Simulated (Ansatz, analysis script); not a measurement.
# Free-standing triangular Ti monolayer, spacing 3.288 Å: E(q) by the generalised Bloch theorem

Aim: the energy of a free-standing triangular Ti monolayer, spacing 3.288 Å as its moments wind into spirals of wavevector q.

Calculated with Ansatz 0.2.0; PBEsol, PAW set soft_1 (files made for PBE).

## 1. Starting point

The cell holds 1 atom: 1 Ti. Its edges and angles: a = 3.288 Å, b = 3.288 Å, c = 14.000 Å, α = 90.0°, β = 90.0°, γ = 120.0°. An idealised lattice of chosen spacing, in vacuum. Vacuum lies along c.

## 2. Starting state

The work starts on two spin channels, which tell the size of the moments.

Input file input.yaml:

```yaml
crystal:
  lattice:
    - [3.288, 0.0, 0.0]
    - [-1.644, 2.847492, 0.0]
    - [0.0, 0.0, 14.0]
  atoms:
    - { symbol: Ti, position: [0.0, 0.0, 0.5], spin: 1.0 }
magnetization:
  spin_polarized: true
kpoints:
  mp_grid: { grid: [10, 10, 1] }
hamiltonian:
  xc: pbesol
  pseudopotentials: { kind: paw, azcp: { folder: soft_1 }, xc_functional: pbe }
scf:
  occupations: { method: fermi_dirac, width: 0.1 }
  max_iter: 120
  convergence: { dr2_threshold: 1.0e-08 }
  lower_state_search: "off"
```

On the command line:

```sh
$ ansatz run input.yaml --threads 4 --pin off --max-ram 8192MiB --backend cpu --events-out ev --progress --plain --runs-dir out
```

Numbers of over 12 decimals in the logs are rounded to 6 here.

Log:

```text
Engine: ansatz 0.2.0, aarch64-unknown-linux-gnu
Pseudopotentials: kind: paw
Pseudopotential: Ti, paw, valence charge 12, recommended cutoff 420 eV (normal), soft_1/Ti.paw.azcp
Functional definition: PBEsol
  exchange = pbesol_x
  correlation = pbesol_c
Crystal: 1 atoms, lattice volume = 131.076 Å³
Basis set: ecut = 420 eV, 2627 PW (Γ)
Bands: 11, of which v1, the nominal top of the filled ones, is band 6 counted from 1 (5 counted from 0)
Symmetry: 24 space group operations
Space group: P6/mmm (ITA 191), of the structure as read, at distance tolerance 5.1e-5 Å
Magnetic group: BNS 191.233 (UNI 1463), of the structure as read, at distance tolerance 5.1e-5 Å
k-points: 14 of 100
Non-local potential: Ti, projectors of the file, l = 0: 3, l = 1: 2, l = 2: 3, l = 3: 1
PAW form: soft (Blöchl's): semilocal exchange-correlation on the pseudo side does not see the compensation charge
PAW frozen core: Ti, regenerated for the run's functional, and the local potential with it (the file was generated under x = pbe(κ = 0.804, μ = 0.219515), c = pbe(β = 0.066725))
PAW one-centre angular grid: Ti, 590 points (default); XC on 64 Gauss nodes
Initial density: superposition of atomic densities (neutral atoms: chi_scale 0, normalization atom)
Starting moments: Σ|m| = 1 μB on 1 of 1 site
Initial wavefunctions: pseudopotential atomic-orbital guess
Functional: x = pbesol(κ = 0.804, μ = 0.123457), c = pbesol(β = 0.046)
SCF iter   1: F=—  HF=-2471.242539 eV  |F-HF|=—  |Δ(HF+E_count)|=         —  Δρ=1.42e-2 (↑1.42e-2 ↓1.06e-2)  dr2=1.33e0  dr2_m=3.88e-2  M=1.385 μB ∫|m|=1.386 μB  β_m=1.00  ethr=3.10e-3  ⟨swp⟩=5.5  Hψ=1799  notcnv=0
preconditioner: auto → LDOS  [metal: Δε(μ)=0.018 eV  Ē_g=2.693 eV  σ=0.100 eV  W_gap=0.04  n_scr=8 (ndim 8)  ℏωp=6.5 eV  f_vac=0.620  D(μ)=3.67/eV (n_scr^D=16)]
spin=Collinear: LDOS preconditioning applied to the charge; magnetization (m = ρ↑ − ρ↓) channel mixes plain (no charge-response kernel on spin).
SCF iter   2: F=—  HF=-2471.127728 eV  |F-HF|=—  |Δ(HF+E_count)|=   1.15e-1  Δρ=9.60e-3 (↑9.60e-3 ↓8.09e-3)  dr2=5.38e-1  dr2_m=5.54e-2  M=1.867 μB ∫|m|=1.867 μB  β_m=1.00  ethr=3.10e-3  ⟨swp⟩=2.0  Hψ=605  notcnv=0
SCF iter   3: F=—  HF=-2471.054412 eV  |F-HF|=—  |Δ(HF+E_count)|=   7.33e-2  Δρ=7.15e-3 (↑7.15e-3 ↓4.13e-3)  dr2=8.68e-2  dr2_m=2.69e-2  M=2.179 μB ∫|m|=2.179 μB  β_m=1.00  ethr=3.10e-3  ⟨swp⟩=2.2  Hψ=466  notcnv=0
SCF iter   4: F=—  HF=-2471.071663 eV  |F-HF|=—  |Δ(HF+E_count)|=   1.73e-2  Δρ=2.29e-3 (↑2.29e-3 ↓1.47e-3)  dr2=6.36e-3  dr2_m=2.47e-3  M=2.320 μB ∫|m|=2.320 μB  β_m=1.00  ethr=7.23e-4  ⟨swp⟩=2.0  Hψ=508  notcnv=0
SCF iter   5: F=—  HF=-2471.091622 eV  |F-HF|=—  |Δ(HF+E_count)|=   2.00e-2  Δρ=1.36e-3 (↑1.36e-3 ↓8.15e-4)  dr2=2.06e-3  dr2_m=7.65e-4  M=2.382 μB ∫|m|=2.382 μB  β_m=0.30  ethr=5.30e-5  ⟨swp⟩=2.5  Hψ=522  notcnv=0
Mixer restart at iter 5: flushing history
spin-set hold released at iteration 5 (site moments contracting): the magnetisation degrees of freedom join the quasi-Newton model from the next iteration; the mixer history was flushed
SCF iter   6: F=—  HF=-2471.100173 eV  |F-HF|=—  |Δ(HF+E_count)|=   8.55e-3  Δρ=1.36e-3 (↑1.36e-3 ↓7.66e-4)  dr2=1.93e-3  dr2_m=9.37e-4  M=2.402 μB ∫|m|=2.402 μB  β_m=0.64  ethr=1.72e-5  ⟨swp⟩=1.1  Hψ=312  notcnv=0
SCF iter   7: F=—  HF=-2471.110189 eV  |F-HF|=—  |Δ(HF+E_count)|=   1.00e-2  Δρ=4.92e-4 (↑4.92e-4 ↓2.93e-4)  dr2=3.39e-4  dr2_m=1.40e-4  M=2.460 μB ∫|m|=2.460 μB  β_m=0.72  ethr=1.61e-5  ⟨swp⟩=2.0  Hψ=478  notcnv=0
SCF iter   8: F=—  HF=-2471.110506 eV  |F-HF|=—  |Δ(HF+E_count)|=   3.16e-4  Δρ=2.51e-4 (↑2.51e-4 ↓1.72e-4)  dr2=8.62e-5  dr2_m=3.82e-5  M=2.470 μB ∫|m|=2.470 μB  β_m=0.81  ethr=2.82e-6  ⟨swp⟩=2.0  Hψ=393  notcnv=0
SCF iter   9: F=—  HF=-2471.110626 eV  |F-HF|=—  |Δ(HF+E_count)|=   1.20e-4  Δρ=6.69e-5 (↑6.69e-5 ↓3.43e-5)  dr2=2.45e-6  dr2_m=2.58e-6  M=2.478 μB ∫|m|=2.478 μB  β_m=0.88  ethr=7.18e-7  ⟨swp⟩=2.2  Hψ=427  notcnv=0
SCF iter  10: F=—  HF=-2471.110633 eV  |F-HF|=—  |Δ(HF+E_count)|=   6.94e-6  Δρ=2.15e-5 (↑2.08e-5 ↓2.15e-5)  dr2=1.04e-6  dr2_m=3.60e-7  M=2.481 μB ∫|m|=2.481 μB  β_m=0.94  ethr=2.04e-8  ⟨swp⟩=2.3  Hψ=454  notcnv=0
SCF iter  11: F=—  HF=-2471.110634 eV  |F-HF|=—  |Δ(HF+E_count)|=   1.24e-6  Δρ=1.69e-5 (↑1.69e-5 ↓7.38e-6)  dr2=1.41e-7  dr2_m=1.56e-7  M=2.482 μB ∫|m|=2.482 μB  β_m=0.97  ethr=8.68e-9  ⟨swp⟩=2.7  Hψ=484  notcnv=0
SCF iter  12: F=—  HF=-2471.110634 eV  |F-HF|=—  |Δ(HF+E_count)|=   1.69e-7  Δρ=4.28e-6 (↑4.28e-6 ↓2.32e-6)  dr2=5.18e-8  dr2_m=3.17e-9  M=2.482 μB ∫|m|=2.483 μB  β_m=0.93  ethr=1.18e-9  ⟨swp⟩=2.1  Hψ=515  notcnv=0
SCF iter  13: F=-2471.110634 eV  HF=-2471.110634 eV  |F-HF|=5.84e-10  |Δ(HF+E_count)|=   8.77e-9  Δρ=1.16e-6 (↑1.16e-6 ↓2.82e-7)  dr2=1.33e-9  dr2_m=4.25e-10  M=2.483 μB ∫|m|=2.483 μB  ethr=8.33e-11  ⟨swp⟩=1.0  Hψ=803  notcnv=0
SCF 1 converged in 13 iterations: F = -2471.110634 eV  dr2 = 1.33e-9
  greatest PAW one-centre occupation: 0.999 electrons in one spin orbital (limit 2), on the Ti atom at site 0 (counted from 0), in its partial waves of l = 0
SCF converged after 13 iterations
Magnetization: 2.4825 μB (7.2413 up, 4.7587 down)
Absolute magnetization: 2.4826 μB (∫|ρ↑−ρ↓|, with the PAW one-centre terms)
Spin contamination: 0.0004 ħ² per cell (⟨S²⟩ above its minimum at these occupations)
Per-site moments (μB) at R_I (Å): [(1.852851, 1.356300)]
Free energy (F): -2471.110634 eV
Harris-Foulkes:  -2471.110634 eV  (|F-HF|=5.84e-10)
Internal energy: -2471.016668 eV  (E = F + TS)
E sigma→0 (E₀):  -2471.063651 eV
Entropy (-TS):   -0.093966 eV (-93.966 meV/atom)
Fermi energy:    -1.532201 eV
--- Per-component energies (eV) ---
  E_band       = -336.098380
  E_kinetic    = 275.724239
  E_local      = -3591.479348  (includes V_loc(G=0)·N_el)
  E_nonlocal   = 63.978681
  E_hartree    = 1614.516680
  E_xc         = -110.907460
  E_vxc        = -139.222516  (∫ρ·V_xc dr)
  E_paw        = -1017.888309  (= ΣΔE_a)
  E_vpaw       = -174.133613  (= ΣTr[D̂ρ^β])
  E_aug_tail   = -0.000081  (compensation charges beyond the density's cutoff)
  E_ewald      = 294.899543
  E_core_change = 0.139385  (= ΣΔE_core)
  E_smearing   = -0.093966  (= −TS)
  E_closure    = 0.000000  (closes the sum)
  Σ components = -2471.110634   (vs F -2471.110634, Δ=0.00e0)
```

The job ended after 0.82 s (4 threads of Arm Neoverse V2, shared host; peak memory 0.35 GiB; 2.6 s of CPU time).

The column dr2 measures how far the density is from self-consistency, as an energy; F and HF (Harris–Foulkes) agree once it is small.

Spin moment in the atom's sphere by atom:

```csv
atom,spin moment in the atom's sphere (μB)
Ti1,1.85
```

The run ends ferromagnetic, with a net moment of 2.48 μB a cell. With one Ti atom carrying the moment, parallel order of its images is forced by the cell, not found.

## 3. The same state on a denser mesh

Levels at the Fermi energy are partly filled, so moments and energy differences can hang on the k-mesh, and the state is solved again on a denser one.

input.yaml, the sections that differ from step 2:

```yaml
crystal:
  lattice:
    - [3.288, 0.0, 0.0]
    - [-1.644, 2.847492, 0.0]
    - [0.0, 0.0, 14.0]
  atoms:
    - { symbol: Ti, position: [0.0, 0.0, 0.5], spin: 1.85 }
kpoints:
  mp_grid: { grid: [19, 19, 1] }
basis:
  ecutwfc: 420.0
checkpoint:
  read: start
  write: ck
  compress: false
  write_wavefunctions: false
  write_every: 100000
# magnetization, hamiltonian, scf: as in step 2
```

Log:

```text
[...]
k-point 0 ↑: bands = [... 2 lower, -35.4548, -35.4548, -5.6022, -2.0931, -1.5155, -1.4141, -1.4141, -0.7045, ... 1 higher]
  k-point 1 ↑: bands = [... 2 lower, -35.4588, -35.4558, -5.5415, -2.0720, -1.5716, -1.4453, -1.3809, -0.7123, ... 1 higher]
  k-point 2 ↑: bands = [... 2 lower, -35.4704, -35.4586, -5.3617, -2.0117, -1.6991, -1.5316, -1.2833, -0.7347, ... 1 higher]
  k-point 39 ↓: bands = [... 2 lower, -34.0573, -34.0418, -0.8441, -0.7392, -0.3709, -0.1627, 0.3638, 3.5911, ... 1 higher]
[key lines of the parts left out:]
SCF converged after 7 iterations
Magnetization: 2.4680 μB (7.2340 up, 4.7660 down)
Free energy (F): -2471.110149 eV
Fermi energy:    -1.536254 eV
```

Run time: 1.6 s. Hardware: 4 threads; peak memory 0.44 GiB.

Spin moment in the atom's sphere by atom:

```csv
atom,spin moment in the atom's sphere (μB)
Ti1,1.84
```

The run ends ferromagnetic, with a net moment of 2.47 μB a cell, against 2.48 μB on the first mesh.

Each spiral starts from these moments, tilted 90° from the rotation axis z (a flat spiral); sizes are free, while the program holds flat spirals in their plane. Spin–orbit coupling is switched off, so the energy does not depend on how the axis lies in the crystal. The folder named start holds the saved collinear state, from which each run begins.

The runs on spinors take the mesh 24×24×1.

## 4. q = (0, 0, 0)

The reference is the same input at q = 0, so that basis and exchange-correlation form match those at other q. Every q is chosen so that q/2 is a mesh vector: every spiral then samples the k-points of q = 0, and much mesh noise cancels.

input.yaml, the sections that differ from step 3:

```yaml
crystal:
  lattice:
    - [3.288, 0.0, 0.0]
    - [-1.644, 2.847492, 0.0]
    - [0.0, 0.0, 14.0]
  atoms:
    - { symbol: Ti, position: [0.0, 0.0, 0.5], spin: 1.84, spin_axis: [1.0, 0.0, 0.0] }
kpoints:
  mp_grid: { grid: [24, 24, 1] }
hamiltonian:
  xc: pbesol
  noncollinear_xc: locally_collinear
  pseudopotentials: { kind: paw, azcp: { folder: soft_1 }, xc_functional: pbe }
magnetization:
  noncollinear: true
  spin_spiral: { q: [0.0, 0.0, 0.0] }
checkpoint:
  read: start
# scf, basis: as in step 3
```

On the command line:

```sh
$ ansatz run input.yaml --threads 1 --pin off --max-ram 2048MiB --backend cpu --events-out ev --progress --plain --runs-dir out
```

Log:

```text
Warning: checkpoint.read: spin treatment differs: saved collinear, current noncollinear; the saved charge density seeds this run and the saved magnetisation is carried along the axis that this deck's starting moments share; the saved density holds an absolute magnetisation of 2.5e0 μB; saved orbitals and DFT+U occupations are not carried; the saved PAW projector densities are carried along that axis
Warning: checkpoint.read: magnetization.spin_spiral differs: saved none, current q = [0, 0, 0]; the saved state is no spin spiral's: the SCF starts from none of its orbitals and from its density, each atom's moment turned about z as a whole to its place on this deck's spiral. A spiral's own state at q: [0, 0, 0] serves better
[...]
Crystal: 1 atoms, lattice volume = 131.076 Å³
Basis set: ecut = 420 eV, 2627 PW (Γ)
Bands: 20, of which v1, the nominal top of the filled ones, is band 12 counted from 1 (11 counted from 0)
[... 1 set-up line as in the run before ...]
k-points: 61 of 576
Spin spiral: q = (0, 0, 0) of the reciprocal vectors; moments are told in the frame that turns with it, a site's in that at the site
[...]
SCF iter   1: F=—  HF=-2471.110103 eV  |F-HF|=—  |Δ(HF+E_count)|=         —  Δρ=4.46e-5  dr2=3.06e-7  dr2_m=5.98e-7  ethr=1.20e-6  |M|=2.47e0 ∫|m|=2.47e0 μB  |m|>n=1.4e-2 m-floor=0.0e0 τ_xc=7.8e-33  β_m=0.30  ⟨swp⟩=3.0  Hψ=8407  notcnv=0
eigensolver tolerance schedule: the retry pair's looser diagonalisation over-reported the residual by 468.68 of it (diagonalisation noise at 0.22 of the residual, at the tolerance the schedule requests for it); recorded, not acted on — ethr = c·dr2/N_el stays at c = 1.0e-1
[...]
SCF iter   2: F=—  HF=-2471.110127 eV  |F-HF|=—  |Δ(HF+E_count)|=   2.38e-5  Δρ=3.18e-5  dr2=5.59e-8  dr2_m=3.04e-7  ethr=2.55e-9  |M|=2.47e0 ∫|m|=2.47e0 μB  |m|>n=1.4e-2 m-floor=0.0e0 τ_xc=9.2e-25  β_m=0.42  ⟨swp⟩=3.1  Hψ=2225  notcnv=0
[...]
SCF iter   5: F=-2471.110128 eV  HF=-2471.110128 eV  |F-HF|=1.39e-9  |Δ(HF+E_count)|=   5.27e-9  Δρ=2.30e-6  dr2=5.93e-9  dr2_m=1.59e-9  ethr=7.81e-11  |M|=2.46e0 ∫|m|=2.46e0 μB  |m|>n=1.5e-2 m-floor=0.0e0 τ_xc=2.6e-24  ⟨swp⟩=2.0  Hψ=2214  notcnv=0
SCF 1 converged in 5 iterations: F = -2471.110128 eV  dr2 = 5.93e-9
[...]
SCF converged after 5 iterations
Stability not checked: this state was not tested for a lower state beside it, because this non-collinear magnet's GGA is evaluated by the locally collinear projection, under which the energy is not smooth in the magnetisation (locally_collinear_gga; see scf.lower_state_search)
Magnetization: |M| = 2.4638 μB,  M = (+2.4638, -0.0000, +0.0000) μB
Absolute magnetization: 2.4639 μB (∫|m|, with the PAW one-centre terms)
  site 0: m = (+1.8399, -0.0000, +0.0000) μB, |m| = 1.8399 μB  (R = 1.36 Å)
Free energy (F): -2471.110128 eV
[...]
Internal energy: -2471.015585 eV  (E = F + TS)
E sigma→0 (E₀):  -2471.062857 eV
Entropy (-TS):   -0.094543 eV (-94.543 meV/atom)
Fermi energy:    -1.536080 eV
[...]
```

Wall time 22 s (1 thread); peak memory 0.64 GiB.

The largest moment is 1.84 μB, against 1.84 μB in the collinear run.

## 5. q = (0.083, 0.083, 0)

Only q changes. The cell stays that of the crystal, since the generalised Bloch theorem carries the rotation from cell to cell.

Changes to input.yaml since step 4:

```diff
@@ -22,3 +22,3 @@
   noncollinear: true
-  spin_spiral: { q: [0.0, 0.0, 0.0] }
+  spin_spiral: { q: [0.08333333, 0.08333333, 0.0] }
 checkpoint:
```

Log:

```text
[...]
Crystal: 1 atoms, lattice volume = 131.076 Å³
Basis set: ecut = 420 eV, 2627 PW (Γ)
Bands: 20, of which v1, the nominal top of the filled ones, is band 12 counted from 1 (11 counted from 0)
Symmetry: 4 space group operations
k-points: 157 of 576
[...]
SCF iter   9: F=-2471.080625 eV  HF=-2471.080625 eV  |F-HF|=9.43e-10  |Δ(HF+E_count)|=   1.07e-8  Δρ=2.18e-6  dr2=1.65e-9  dr2_m=1.57e-9  ethr=8.33e-11  |M|=2.51e0 ∫|m|=2.52e0 μB  |m|>n=1.0e-2 m-floor=0.0e0 τ_xc=4.6e-18  ⟨swp⟩=1.3  Hψ=8830  notcnv=0
SCF 1 converged in 9 iterations: F = -2471.080625 eV  dr2 = 1.65e-9
[...]
SCF converged after 9 iterations
[...]
Magnetization: |M| = 2.5089 μB,  M = (+2.5089, -0.0000, +0.0000) μB
Absolute magnetization: 2.5189 μB (∫|m|, with the PAW one-centre terms)
  site 0: m = (+1.8752, -0.0000, +0.0000) μB, |m| = 1.8752 μB  (R = 1.36 Å)
Free energy (F): -2471.080625 eV
[...]
Internal energy: -2470.981150 eV  (E = F + TS)
E sigma→0 (E₀):  -2471.030888 eV
Entropy (-TS):   -0.099475 eV (-99.475 meV/atom)
Fermi energy:    -1.503792 eV
[...]
```

It took 69 s on 1 thread; peak memory 1.1 GiB.

The energy of the cell lies 29.5 meV above that at q = 0, and the largest moment is 1.88 μB against 1.84 μB.

## 6. q = (0.167, 0, 0)

Changes to input.yaml since step 5:

```diff
@@ -22,3 +22,3 @@
   noncollinear: true
-  spin_spiral: { q: [0.08333333, 0.08333333, 0.0] }
+  spin_spiral: { q: [0.16666667, 0.0, 0.0] }
 checkpoint:
```

Log:

```text
[...]
Crystal: 1 atoms, lattice volume = 131.076 Å³
Basis set: ecut = 420 eV, 2627 PW (Γ)
Bands: 20, of which v1, the nominal top of the filled ones, is band 12 counted from 1 (11 counted from 0)
[... 1 set-up line as in the run before ...]
k-points: 157 of 576
[...]
SCF iter   9: F=-2471.070451 eV  HF=-2471.070451 eV  |F-HF|=1.76e-9  |Δ(HF+E_count)|=   2.30e-9  Δρ=2.77e-6  dr2=3.00e-9  dr2_m=2.62e-9  ethr=8.33e-11  |M|=2.51e0 ∫|m|=2.52e0 μB  |m|>n=9.8e-3 m-floor=0.0e0 τ_xc=5.5e-18  ⟨swp⟩=1.4  Hψ=9471  notcnv=0
SCF 1 converged in 9 iterations: F = -2471.070451 eV  dr2 = 3.00e-9
[...]
SCF converged after 9 iterations
[...]
Magnetization: |M| = 2.5067 μB,  M = (+2.5067, +0.0000, +0.0000) μB
Absolute magnetization: 2.5202 μB (∫|m|, with the PAW one-centre terms)
  site 0: m = (+1.8746, +0.0000, +0.0000) μB, |m| = 1.8746 μB  (R = 1.36 Å)
Free energy (F): -2471.070451 eV
[...]
Internal energy: -2470.968775 eV  (E = F + TS)
E sigma→0 (E₀):  -2471.019613 eV
Entropy (-TS):   -0.101676 eV (-101.676 meV/atom)
Fermi energy:    -1.492458 eV
[...]
```

It took 71 s on 1 thread; peak memory 1.1 GiB.

The energy of the cell lies 39.7 meV above that at q = 0, and the largest moment is 1.87 μB against 1.84 μB.

## 7. q = (0.333, 0, 0)

Changes to input.yaml since step 6:

```diff
@@ -22,3 +22,3 @@
   noncollinear: true
-  spin_spiral: { q: [0.16666667, 0.0, 0.0] }
+  spin_spiral: { q: [0.33333333, 0.0, 0.0] }
 checkpoint:
```

Log:

```text
[...]
Crystal: 1 atoms, lattice volume = 131.076 Å³
Basis set: ecut = 420 eV, 2627 PW (Γ)
Bands: 20, of which v1, the nominal top of the filled ones, is band 12 counted from 1 (11 counted from 0)
[... 1 set-up line as in the run before ...]
k-points: 157 of 576
[...]
SCF iter  10: F=-2470.984869 eV  HF=-2470.984869 eV  |F-HF|=6.39e-9  |Δ(HF+E_count)|=   1.62e-8  Δρ=3.21e-6  dr2=4.45e-9  dr2_m=3.32e-9  ethr=8.33e-11  |M|=2.08e0 ∫|m|=2.15e0 μB  |m|>n=6.2e-3 m-floor=0.0e0 τ_xc=1.2e-17  ⟨swp⟩=3.0  Hψ=7562  notcnv=0
SCF 1 converged in 10 iterations: F = -2470.984869 eV  dr2 = 4.45e-9
[...]
SCF converged after 10 iterations
[...]
Magnetization: |M| = 2.0807 μB,  M = (+2.0807, -0.0000, +0.0000) μB
Absolute magnetization: 2.1483 μB (∫|m|, with the PAW one-centre terms)
  site 0: m = (+1.6775, -0.0000, +0.0000) μB, |m| = 1.6775 μB  (R = 1.36 Å)
Free energy (F): -2470.984869 eV
[...]
Internal energy: -2470.847657 eV  (E = F + TS)
E sigma→0 (E₀):  -2470.916263 eV
Entropy (-TS):   -0.137212 eV (-137.212 meV/atom)
Fermi energy:    -1.383357 eV
[...]
```

The job ended after 74 s (1 thread; peak memory 1.1 GiB).

The energy of the cell lies 125 meV above that at q = 0, and the largest moment is 1.68 μB against 1.84 μB.

## 8. q = (0.5, 0, 0)

Changes to input.yaml since step 7:

```diff
@@ -22,3 +22,3 @@
   noncollinear: true
-  spin_spiral: { q: [0.33333333, 0.0, 0.0] }
+  spin_spiral: { q: [0.5, 0.0, 0.0] }
 checkpoint:
```

Log:

```text
Warning: checkpoint.read: spin treatment differs: saved collinear, current noncollinear; the saved charge density seeds this run and the saved magnetisation is carried along the axis that this deck's starting moments share; the saved density holds an absolute magnetisation of 2.5e0 μB; saved orbitals and DFT+U occupations are not carried; the saved PAW projector densities are carried along that axis
[...]
SCF iter  57: F=—  HF=-2470.984856 eV  |F-HF|=—  |Δ(HF+E_count)|=   5.54e-7  Δρ=2.66e-5  dr2=2.29e-9  dr2_m=2.69e-7 (ungated)  ethr=1.08e-11  |M|=1.60e0 ∫|m|=1.87e0 μB  |m|>n=5.0e-3 m-floor=0.0e0 τ_xc=1.8e-17  ⟨swp⟩=1.7  Hψ=14205  notcnv=0
SCF iter  58: F=—  HF=-2470.984856 eV  |F-HF|=—  |Δ(HF+E_count)|=   2.69e-7  Δρ=1.78e-5  dr2=1.34e-8  dr2_m=1.76e-7 (ungated)  ethr=1.08e-11  |M|=1.60e0 ∫|m|=1.87e0 μB  |m|>n=5.0e-3 m-floor=0.0e0 τ_xc=1.8e-17  ⟨swp⟩=1.8  Hψ=14439  notcnv=0
```

Wall time 42 min (1 thread); peak memory 1.9 GiB.

The run was cut off at the time left to it in the session, and no result is taken from it.

3 more runs differ from these in the same keys alone and are tabled below.

## 9. Analysis

```csv
q (reciprocal lattice),path length (1/Å),E(q) − E(0) (meV a magnetic atom),|m| Ti no. 1 (μB)
"(0, 0, 0)",0.000,0.00,1.84
"(0.167, 0, 0)",0.368,39.68,1.87
"(0.333, 0, 0)",0.736,125.26,1.68
"(0.417, 0.167, 0)",1.422,134.29,1.57
"(0.333, 0.333, 0)",1.740,145.75,1.52
"(0.25, 0.25, 0)",2.059,137.69,1.59
"(0.083, 0.083, 0)",2.696,29.50,1.88
"(0, 0, 0)",3.014,0.00,1.84
```

## 10. What came out

| Item | Value |
| --- | --- |
| lowest point with a result | q = 0 |
| highest point with a result | 146 meV a magnetic atom |

In words: No spiral that was run lies below the ferromagnetic state at q = 0, and winding the moments costs up to 146 meV a magnetic atom. The moments change by at most 18 % from their size at q = 0, a modest change. No spin model is given, since a fit of a few shells misses single points by over 4 % of their range. Points of the path without a result: 1. They can lie above or below those tabled. The 8 spiral runs took 1.6 h of wall time, added up. Energies are free energies at a smearing of 0.1 eV, and with partly filled levels differences shift, at times strongly, as the smearing goes to zero. The cell was taken as built, with atoms unrelaxed. In doubt: the program's search for lower states was switched off, so a lower magnetic state than those reached may exist.

[Logs and program files are shortened in this print: banners, set-up blocks, solver, clock and traceback lines can be left out without a mark of their own.]

[Logs are printed without paths, hosts, clocks, repeated set-up lines and the standing remarks that a program may print on its own settings, such as how far it seeks lower states.]

[Hosts, paths, dates, database ids (printed as entryN), source tags and the programs' standing remarks are cut or masked in the printed files.]
